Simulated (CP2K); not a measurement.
Two runs for the C K edge of 2-vinylfuran. Run A: CP2K XAS_TDP, all-electron GAPW, PBEh(45%), aug-cc-pVDZ, TDA, no relativity. Run B differs in one setting.

First lines with a strength over 0.0015. A:

```tsv
atom	energy (eV)	states	strength, one atom
C1 (bonded to C and 2 H)	280.59	1	0.0475
	284.17	1	0.0055
	284.62	1	0.0171
	285.75	1	0.0028
	285.77	1	0.0084
C2 (bonded to 2 C and H)	281.11	1	0.0442
	284.67	1	0.0119
	285.02	1	0.0118
	285.34	1	0.0026
	286.25	1	0.0022
C3 (bonded to 2 C and O)	282.71	1	0.0398
	285.76	1	0.0156
	286.24	1	0.0069
	286.48	1	0.0176
	286.93	1	0.0086
C4 (bonded to 2 C and H)	281.45	1	0.0407
	284.28	2	0.0153
	285.29	1	0.0017
	285.83	2	0.0099
	286.01	1	0.0030
C5 (bonded to 2 C and H)	282.10	1	0.0459
	283.28	1	0.0078
	284.25	1	0.0099
	285.29	1	0.0016
	285.84	1	0.0023
C6 (bonded to C, O and H)	282.58	1	0.0515
	285.61	1	0.0140
	285.62	1	0.0043
	286.41	1	0.0095
	286.60	1	0.0032
```

B:

```tsv
atom	energy (eV)	states	strength, one atom
C1 (bonded to C and 2 H)	286.45	1	0.0465
	290.03	1	0.0054
	290.48	1	0.0167
	291.61	1	0.0027
	291.62	1	0.0083
C2 (bonded to 2 C and H)	287.10	1	0.0432
	290.65	1	0.0116
	291.01	1	0.0115
	291.33	1	0.0025
	292.23	1	0.0022
C3 (bonded to 2 C and O)	288.25	1	0.0390
	291.30	1	0.0153
	291.78	1	0.0068
	292.02	1	0.0173
	292.46	1	0.0085
C4 (bonded to 2 C and H)	287.28	1	0.0399
	290.11	2	0.0150
	291.11	1	0.0016
	291.65	2	0.0097
	291.83	1	0.0029
C5 (bonded to 2 C and H)	288.03	1	0.0450
	289.22	1	0.0076
	290.19	1	0.0097
	291.23	1	0.0016
	291.78	2	0.0031
C6 (bonded to C, O and H)	288.27	1	0.0505
	291.30	2	0.0180
	292.11	1	0.0093
	292.30	1	0.0031
	292.67	1	0.0067
```

Question: Which was it: the functional, the basis, GW2X switched on, scalar relativity switched on?

GW2X switched on. GW2X shifts an atom's lines together and keeps their spacings. Against PBEh(45%) in aug-cc-pVDZ, the leading lines move by +5.86 eV (C1, to 286.45), +5.99 eV (C2, to 287.10), +5.54 eV (C3, to 288.25), +5.83 eV (C4, to 287.28), +5.93 eV (C5, to 288.03) and +5.69 eV (C6, to 288.27).

[Banner, clock and machine lines of the logs are left out without a mark of their own.]

[Logs are printed without paths, hosts, clocks, repeated set-up lines and the standing remarks that a program may print on its own settings, such as how far it seeks lower states.]

[Hosts, paths, dates, database ids (printed as entryN), source tags and the programs' standing remarks are cut or masked in the printed files.]
